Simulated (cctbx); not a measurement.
**Lattice, Laue class and space group of a new crystal**

Cell: a = 7.5950 Å, b = 16.8620 Å, c = 3.3860 Å, α = 90.00°, β = 90.00°, γ = 90.00°. Expected content of the cell: Lu4 Sm6 Ni4 V8.

The data are simulated with cctbx, not measured: Mo Kα, λ = 0.71073 Å, to d = 0.84 Å, 50 % of the full sphere, strongest reflection 40000 counts, noise from counting, a 2 % proportional error and a noise floor of 2 counts (s.d.); no absorption.

Tests on the unmerged data give:

```text
1481 reflections to d = 0.840 A
centring   violations  <I/sigma> of those
    A        631 of   723     20.1
    B        636 of   728     20.1
    C        601 of   743     19.1
    I        638 of   740     20.1
    R        871 of  1009     19.9
    F        934 of  1097     19.8
Laue class    unique    Rint  (classes that these axes allow; Friedel mates merged)
P -1             1113   0.017
P 1 2/m 1         733   0.019
P 1 1 2/m         792   0.018
P 2/m 1 1         744   0.018
P m m m           486   0.020
space group    extra absences  I>4sigma  <I/sigma>
P 2 2 2                 0          0         -  acentric
P 2 2 21                0          0         -  acentric
P 21 2 2                5          0      -0.2  acentric
P 2 21 2               11          0       0.7  acentric
P 21 21 2              16          0       0.4  acentric
P 2 21 21              11          0       0.7  acentric
P 21 2 21               5          0      -0.2  acentric
P 21 21 21             16          0       0.4  acentric
P m m 2                 0          0         -  acentric
P 2 m m                 0          0         -  acentric
P m 2 m                 0          0         -  acentric
P 21 a m               27          0      -0.2  acentric
P b 21 m               65          0       0.2  acentric
P m a 2                27          0      -0.2  acentric
P b m 2                65          0       0.2  acentric
P b a 2                92          0       0.1  acentric
P m m m                 0          0         -  centric
P b m m                65          0       0.2  centric
P m a m                27          0      -0.2  centric
P b a m                92          0       0.1  centric
Wilson B = 1.37 A^2   <|E^2-1|> = 0.849 (0.968 centric, 0.736 acentric)   E^2>4: 2.6 %
shell (A)         n   <I/sigma>
16.87 - 1.68     74     34.6
 1.68 - 1.33     70     31.7
 1.33 - 1.16     55     39.6
 1.16 - 1.06     63     28.6
 1.06 - 0.98     62     32.8
 0.98 - 0.92     54     28.7
 0.92 - 0.88     59     28.5
 0.88 - 0.84     49     25.0
```

**Question.** What are the lattice type, the Laue class and the likely space group?

Every centring test has many violations, so the lattice is primitive.

Rint stays low (0.017 to 0.020) up to P m m m, the highest class in these axes.

20 settings pass the absence test. The most absences obeyed, 92, belong to P b a 2 and P b a m, which absences can't tell apart.

⟨|E²−1|⟩ = 0.849 lies between the two ideal values. The Wilson B of 1.37 Å² means U ≈ 0.0174 Å².

The true group is Pbam (no. 55), Laue class mmm, centrosymmetric. The tables only narrow the choice to the tied entries; cell content, site symmetry and trial solutions must settle it.

The model is made up (kin elements in a known structure type, no relaxation), so it says nothing on whether the phase exists.

[Logs are printed without paths, hosts, clocks, repeated set-up lines and the standing remarks that a program may print on its own settings, such as how far it seeks lower states.]
